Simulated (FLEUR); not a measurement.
# Co (volume factor 0.92 on the database's cell): from one collinear state to anisotropy, part 2 of 2

Wanted: anisotropy for Co (volume factor 0.92 on the database's cell), with the cost of each step.

FLEUR MaX-R8.1; PBE; all-electron FLAPW, Dirac cores, scalar-relativistic bands.

So far. Step 2 (Self-consistent state): After 20 cycles the largest moment stands at 1.58 μB.

## Step 4: Energy against the direction of the moments, rung 2

Level of this step: PBE; all-electron FLAPW, Dirac cores, scalar-relativistic bands with spin-orbit coupling, force theorem (FLEUR).

A second rung shows how far the first can be trusted.

The k list mae (kpts.xml, not shown) is a Γ-centred 26×26×14 mesh.

inp.xml reads:

```
<?xml version="1.0" encoding="UTF-8" standalone="no"?>
<fleurInput fleurInputVersion="0.39">
   <comment>
      Co
   </comment>
   <calculationSetup>
      <cutoffs Kmax="3.66" Gmax="11.0" GmaxXC="11.0" numbands="74"/>
      <scfLoop itmax="1" minDistance="0.00002" maxIterBroyd="15" imix="Anderson" alpha="0.05" precondParam="0.0" spinf="2.0" sdNocoIR="T"/>
      <coreElectrons ctail="F" frcor="F" kcrel="0" coretail_lmax="0"/>
      <xcFunctional name="pbe" relativisticCorrections="F"/>
      <magnetism jspins="2" l_noco="F" l_ss="F">
         <qss>0.0 0.0 0.0</qss>
         <mtNocoParams l_mperp="F" l_mtNocoPot="F" l_relaxSQA="F" mag_mixing_scheme="0" mix_RelaxWeightOffD="1.0" l_constrained="F" mix_constr="1.0"/>
         <sourceFreeMag l_sourceFree="F" l_scaleMag="F" mag_scale="1.0"/>
      </magnetism>
      <soc l_soc="T" theta="0.0" phi="0.0" spav="F"/>
      <expertModes spex="0" secvar="F"/>
      <geometryOptimization l_f="F" forcealpha="1.0" forcemix="BFGS" epsdisp="0.00001" epsforce="0.00001"/>
      <ldaU l_linMix="F" mixParam="0.05" spinf="1.0"/>
   </calculationSetup>
   <cell>
      <bzIntegration valenceElectrons="34.0" mode="hist" fermiSmearingEnergy="0.00183747">
         <kPointListSelection listName="mae"/>
         <xi:include xmlns:xi="http://www.w3.org/2001/XInclude" href="kpts.xml"> </xi:include>
      </bzIntegration>
      <xi:include xmlns:xi="http://www.w3.org/2001/XInclude" href="sym.xml"> </xi:include>
      <bulkLattice scale="1.0">
         <bravaisMatrix>
            <row-1>    4.6084169387138640    -0.0000000010204521     0.0000000000000000</row-1>
            <row-2>   -2.3042084684687607     3.9910061406788868     0.0000000000000000</row-2>
            <row-3>    0.0000000000000000     0.0000000000000000     7.4801771096518310</row-3>
         </bravaisMatrix>
      </bulkLattice>
   </cell>
   <atomSpecies>
      <species name="Cobalt (Co2.000" element="Co" atomicNumber="27">
         <mtSphere radius="2.24" gridPoints="741" logIncrement="0.016"/>
         <atomicCutoffs lmax="8" lnonsphr="6"/>
         <electronConfig flipSpins="F">
            <coreConfig>(1s1/2) (2s1/2) (2p1/2) (2p3/2)</coreConfig>
            <valenceConfig>(3s1/2) (3p1/2) (3p3/2) (4s1/2) (3d3/2) (3d5/2)</valenceConfig>
            <stateOccupation state="(3d3/2)" spinUp="1.5" spinDown="1.3"/>
            <stateOccupation state="(3d5/2)" spinUp="3.0" spinDown="1.2"/>
         </electronConfig>
         <energyParameters s="4" p="4" d="3" f="4"/>
         <lo type="SCLO" l="0" n="3" eDeriv="0"/>
         <lo type="SCLO" l="1" n="3" eDeriv="0"/>
      </species>
   </atomSpecies>
   <atomGroups>
      <atomGroup species="Cobalt (Co2.000">
         <relPos label="                   1">1.000/3.000 -1.000/3.000 1.000/4.000</relPos>
         <force calculate="T" relaxXYZ="TTT"/>
         <nocoParams  alpha="0.0" beta="0.0"/>
      </atomGroup>
      <atomGroup species="Cobalt (Co2.000">
         <relPos label="                   2">-1.000/3.000 1.000/3.000 -1.000/4.000</relPos>
         <force calculate="T" relaxXYZ="TTT"/>
         <nocoParams  alpha="0.0" beta="0.0"/>
      </atomGroup>
   </atomGroups>
   <output dos="F" band="F" slice="F">
      <bandDOS minEnergy="-.5*Htr" maxEnergy="0.5*Htr" sigma="0.015" storeEVData="T"/>
      <plotting iplot="0" polar="F">
         <plot TwoD="T" vec1="  1.0  0.0  0.0" vec2="  0.0  1.0  0.0" vec3="  0.0  0.0  1.0" zero="  0.0  0.0  0.0" file="plot"/>
      </plotting>
      <moessbauerParams electricFieldGradient="F" isomerShift="F" coreHyperfine="F" valenceHyperfine="F"/>
   </output>
   <forceTheorem>
      <MAE theta="0.0 1.5707963 1.5707963 0.7853982" phi="0.0 0.0 0.5235988 0.0"/>
   </forceTheorem>
</fleurInput>
```

Command:

```bash
OMP_NUM_THREADS=1 mpirun -n 4 fleur_MPI -warn_only > fleur.log
```

The program printed:

```text
[banner, memory and clock lines left out]
Welcome to FLEUR        (www.flapw.de)
      MaX-Release 8.1          (www.max-centre.eu)
************FLEUR-Warning*****************
Error message: k-point set is not compatible to missing time-reversal symmetry in calculation.
Error occurred in subroutine: gen_bz
Error from PE:0/4
Other PEs with error messages:
     1-k-point set is not compatible to missing time-reversal symmetry in calculation.
     2-k-point set is not compatible to missing time-reversal symmetry in calculation.
[...]
Error from PE:3/4
*****************************************
 [... set-up left out ...]
 ********************************************************************
 Run finished successfully
 Stop message:
   Forcetheorem MAE
 ********************************************************************

--- out.xml (force theorem) ---
<Forcetheorem_MAE Angles="4" units="Htr">
            <Angle theta="0.0000000" phi="0.0000000" ev-sum="-27.934135066"/>
            <Angle theta="1.5707963" phi="0.0000000" ev-sum="-27.934135100"/>
            <Angle theta="1.5707963" phi="0.5235988" ev-sum="-27.934135087"/>
            <Angle theta="0.7853982" phi="0.0000000" ev-sum="-27.934135115"/>
         </Forcetheorem_MAE>
```

Run time: 8.6 min. Hardware: 4 MPI ranks of Arm Neoverse N1, shared host; peak memory 3.4 GiB; 34 min of CPU time.

Anisotropy energies, by row:

| axis | x | y | z | band energy less the first axis' (meV a cell) |
| --- | --- | --- | --- | --- |
| [001] | 0 | 0 | 1 | 0 |
| [100] | 1 | 0 | 0 | -9.25e-4 |
| [210] | 0.866 | 0.5 | 0 | -5.71e-4 |
| 45 degrees from [001] toward [100] | 0.7071 | 0 | 0.7071 | -0.001333 |

## Step 5: Spin–orbit coupling, moments along [001]

Spin–orbit coupling ties the spins to the lattice and lets orbital moments form.

A new self-consistent run of the start ferro ++, with the moments along z. The k list default-1 (kpts.xml, not shown) is a Γ-centred 26×26×14 mesh.

inp.xml reads:

```
<?xml version="1.0" encoding="UTF-8" standalone="no"?>
<fleurInput fleurInputVersion="0.39">
   <comment>
      Co
   </comment>
   <calculationSetup>
      <cutoffs Kmax="3.66" Gmax="11.0" GmaxXC="11.0" numbands="74"/>
      <scfLoop itmax="110" minDistance="0.00002" maxIterBroyd="15" imix="Anderson" alpha="0.05" precondParam="0.0" spinf="2.0" sdNocoIR="T"/>
      <coreElectrons ctail="T" frcor="F" kcrel="0" coretail_lmax="0"/>
      <xcFunctional name="pbe" relativisticCorrections="F"/>
      <magnetism jspins="2"/>
      <soc l_soc="T" theta="0.0" phi="0.0" spav="F"/>
      <expertModes spex="0" secvar="F"/>
      <geometryOptimization l_f="F" forcealpha="1.0" forcemix="BFGS" epsdisp="0.00001" epsforce="0.00001"/>
      <ldaU l_linMix="F" mixParam="0.05" spinf="1.0"/>
   </calculationSetup>
   <cell>
      <bzIntegration valenceElectrons="34.0" mode="hist" fermiSmearingEnergy="0.00183747">
         <kPointListSelection listName="default-1"/>
         <xi:include xmlns:xi="http://www.w3.org/2001/XInclude" href="kpts.xml"> </xi:include>
      </bzIntegration>
      <xi:include xmlns:xi="http://www.w3.org/2001/XInclude" href="sym.xml"> </xi:include>
      <bulkLattice scale="1.0">
         <bravaisMatrix>
            <row-1>    4.6084169387138640    -0.0000000010204521     0.0000000000000000</row-1>
            <row-2>   -2.3042084684687607     3.9910061406788868     0.0000000000000000</row-2>
            <row-3>    0.0000000000000000     0.0000000000000000     7.4801771096518310</row-3>
         </bravaisMatrix>
      </bulkLattice>
   </cell>
   <atomSpecies>
      <species name="Cobalt (Co2.000" element="Co" atomicNumber="27">
         <mtSphere radius="2.24" gridPoints="741" logIncrement="0.016"/>
         <atomicCutoffs lmax="8" lnonsphr="6"/>
         <electronConfig flipSpins="F">
            <coreConfig>(1s1/2) (2s1/2) (2p1/2) (2p3/2)</coreConfig>
            <valenceConfig>(3s1/2) (3p1/2) (3p3/2) (4s1/2) (3d3/2) (3d5/2)</valenceConfig>
            <stateOccupation state="(3d3/2)" spinUp="1.5" spinDown="1.3"/>
            <stateOccupation state="(3d5/2)" spinUp="3.0" spinDown="1.2"/>
         </electronConfig>
         <energyParameters s="4" p="4" d="3" f="4"/>
         <lo type="SCLO" l="0" n="3" eDeriv="0"/>
         <lo type="SCLO" l="1" n="3" eDeriv="0"/>
      </species>
   </atomSpecies>
   <atomGroups>
      <atomGroup species="Cobalt (Co2.000">
         <relPos label="                   1">1.000/3.000 -1.000/3.000 1.000/4.000</relPos>
         <relPos label="                   2">-1.000/3.000 1.000/3.000 -1.000/4.000</relPos>
         <force calculate="T" relaxXYZ="TTT"/>
      </atomGroup>
   </atomGroups>
   <output dos="F" band="F" slice="F">
      <bandDOS minEnergy="-.5*Htr" maxEnergy="0.5*Htr" sigma="0.015" storeEVData="T"/>
      <plotting iplot="0" polar="F">
         <plot TwoD="T" vec1="  1.0  0.0  0.0" vec2="  0.0  1.0  0.0" vec3="  0.0  0.0  1.0" zero="  0.0  0.0  0.0" file="plot"/>
      </plotting>
      <moessbauerParams electricFieldGradient="F" isomerShift="F" coreHyperfine="F" valenceHyperfine="F"/>
   </output>
</fleurInput>
```

crystal.txt reads:

```
Co
&input film=F cartesian=F /
2.43866922234  -0.00000000054  0.00000000000
-1.21933461070  2.11194949825  0.00000000000
0.00000000000  0.00000000000  3.95833926000
1.8897261246
1.0 1.0 1.0

2
27 0.33333333333  0.66666666667  0.25000000000 : 2.000
27 0.66666666667  0.33333333333  0.75000000000 : 2.000

&soc 0.0000000 0.0000000 /
&kpt div1=26 div2=26 div3=14 gamma=T /
```

Command:

```bash
OMP_NUM_THREADS=1 inpgen -f crystal.txt > inpgen.log  # inp.xml is then edited as shown
OMP_NUM_THREADS=1 mpirun -n 4 fleur_MPI > fleur.log
```

The program printed:

```text
[banner, memory and clock lines left out]
Welcome to FLEUR        (www.flapw.de)
      MaX-Release 8.1          (www.max-centre.eu)

 ========== k-point set info ==========
 Selected k-point list: default-1
 k-point list type: mesh
 26 x 26 x 14
 Number of k points: 912

 [... set-up left out ...]
 Iteration:     1   Distance:      10.63816533 me/bohr^3
 Iteration:     2   Distance:       8.70150011 me/bohr^3
 Iteration:     3   Distance:       5.12431843 me/bohr^3
 Iteration:     4   Distance:       0.76364331 me/bohr^3
 Iteration:     5   Distance:       0.41934807 me/bohr^3
 Iteration:     6   Distance:       0.15286637 me/bohr^3
 Iteration:     7   Distance:       0.10277602 me/bohr^3
 Iteration:     8   Distance:       0.05227529 me/bohr^3
 Iteration:     9   Distance:       0.03864259 me/bohr^3
 Iteration:    10   Distance:       0.01829582 me/bohr^3
 Iteration:    11   Distance:       0.01589025 me/bohr^3
 Iteration:    12   Distance:       0.00575195 me/bohr^3
 Iteration:    13   Distance:       0.00077674 me/bohr^3
 Iteration:    14   Distance:       0.00048439 me/bohr^3
 Iteration:    15   Distance:       0.00006937 me/bohr^3
 Iteration:    16   Distance:       0.00005852 me/bohr^3
 Iteration:    17   Distance:       0.00004665 me/bohr^3
 Iteration:    18   Distance:       0.00000738 me/bohr^3

 ********************************************************************
 Run finished successfully
 Stop message:
   all done
 ********************************************************************

--- out.xml (last complete iteration) ---
<iteration numberForCurrentRun="   18" overallNumber="   18">
         [... left out ...]
         <bandgap value="0.0000000000" units="eV"/>
         <sumValenceSingleParticleEnergies value="-27.9389490191" units="Htr"/>
         <FermiEnergy value="0.3957717140" units="Htr"/>
         [... left out ...]
         <magneticMomentsInMTSpheres units="muBohr">
            <globalMagMoment atomType="1" vec="0.00000   0.00000   1.60947"/>
         </magneticMomentsInMTSpheres>
         <orbitalMomentsInMTSpheres units="muBohr">
            <globalMagMoment atomType="1" vec="0.00000   0.00000   0.06508"/>
         </orbitalMomentsInMTSpheres>
         [... left out ...]
         <totalEnergy value="    -2786.9498075631" units="Htr">
            <sumOfEigenvalues value="    -1602.1850122904">
               <coreElectrons value="-1574.2460632713"/>
               <valenceElectrons value="-27.9389490191"/>
            </sumOfEigenvalues>
         [... left out ...]
            <freeEnergy value="-2786.9503031080"/>
            <extrapolationTo0K value="-2786.9500553356"/>
         </totalEnergy>
         <densityConvergence units="me/bohr^3">
            <chargeDensity spin="1" distance="0.0000038450"/>
            <chargeDensity spin="2" distance="0.0000052706"/>
            <overallChargeDensity distance="0.0000073838"/>
            <spinDensity distance="0.0000055322"/>
         </densityConvergence>
      </iteration>
```

It took 8.4 min on 4 MPI ranks; peak memory 0.78 GiB.

This step gave:

```yaml
free_energy: -75836.7811 eV
program_s_band_gap_on_this_mesh_in_a_metal_only_a_level_spacing: 0 eV
magnetization: 3.104 μB
final_state: ferromagnetic
largest_moment: 1.609 μB
orbital_moment_along_the_spin: 0.06508 μB
```

Orbital moment in the sphere, along the spin axis by atom:

| atom | orbital moment in the sphere, along the spin axis (μB) |
| --- | --- |
| Co1 | 0.0651 |
| Co2 | 0.0651 |

## Step 6: Outcome

```json
{
 "reference state": "ferromagnetic",
 "largest sphere moment": "1.58 μB",
 "easy direction of those tried": "not resolved",
 "energy along [100] less [001], force theorem": "-9.3e-4 meV a primitive cell",
 "orbital moment on the atom of largest spin, along its spin (spin–orbit run)": "0.0651 μB"
}
```

What this shows: The lowest directions differ by less than these runs resolve; shape anisotropy is not included. The difference for the second direction goes from 0.017 meV (mesh 18×18×10, 74 states, 12 min of CPU time) to -9.3e-4 meV (mesh 26×26×14, 74 states, 34 min), so it is not converged. The orbital moment is parallel to the spin, as Hund's third rule has it for a shell over half filled. The state was typed, and no other order was converged beside it, so it need not be the ground state.

[Logs and program files are shortened in this print: banners, set-up blocks, solver, clock and traceback lines can be left out without a mark of their own.]

[Logs are printed without paths, hosts, clocks, repeated set-up lines and the standing remarks that a program may print on its own settings, such as how far it seeks lower states.]

[Hosts, paths, dates, database ids (printed as entryN), source tags and the programs' standing remarks are cut or masked in the printed files.]

[Where a cell is said to come from a database of computed structures, the database is the Materials Project.]
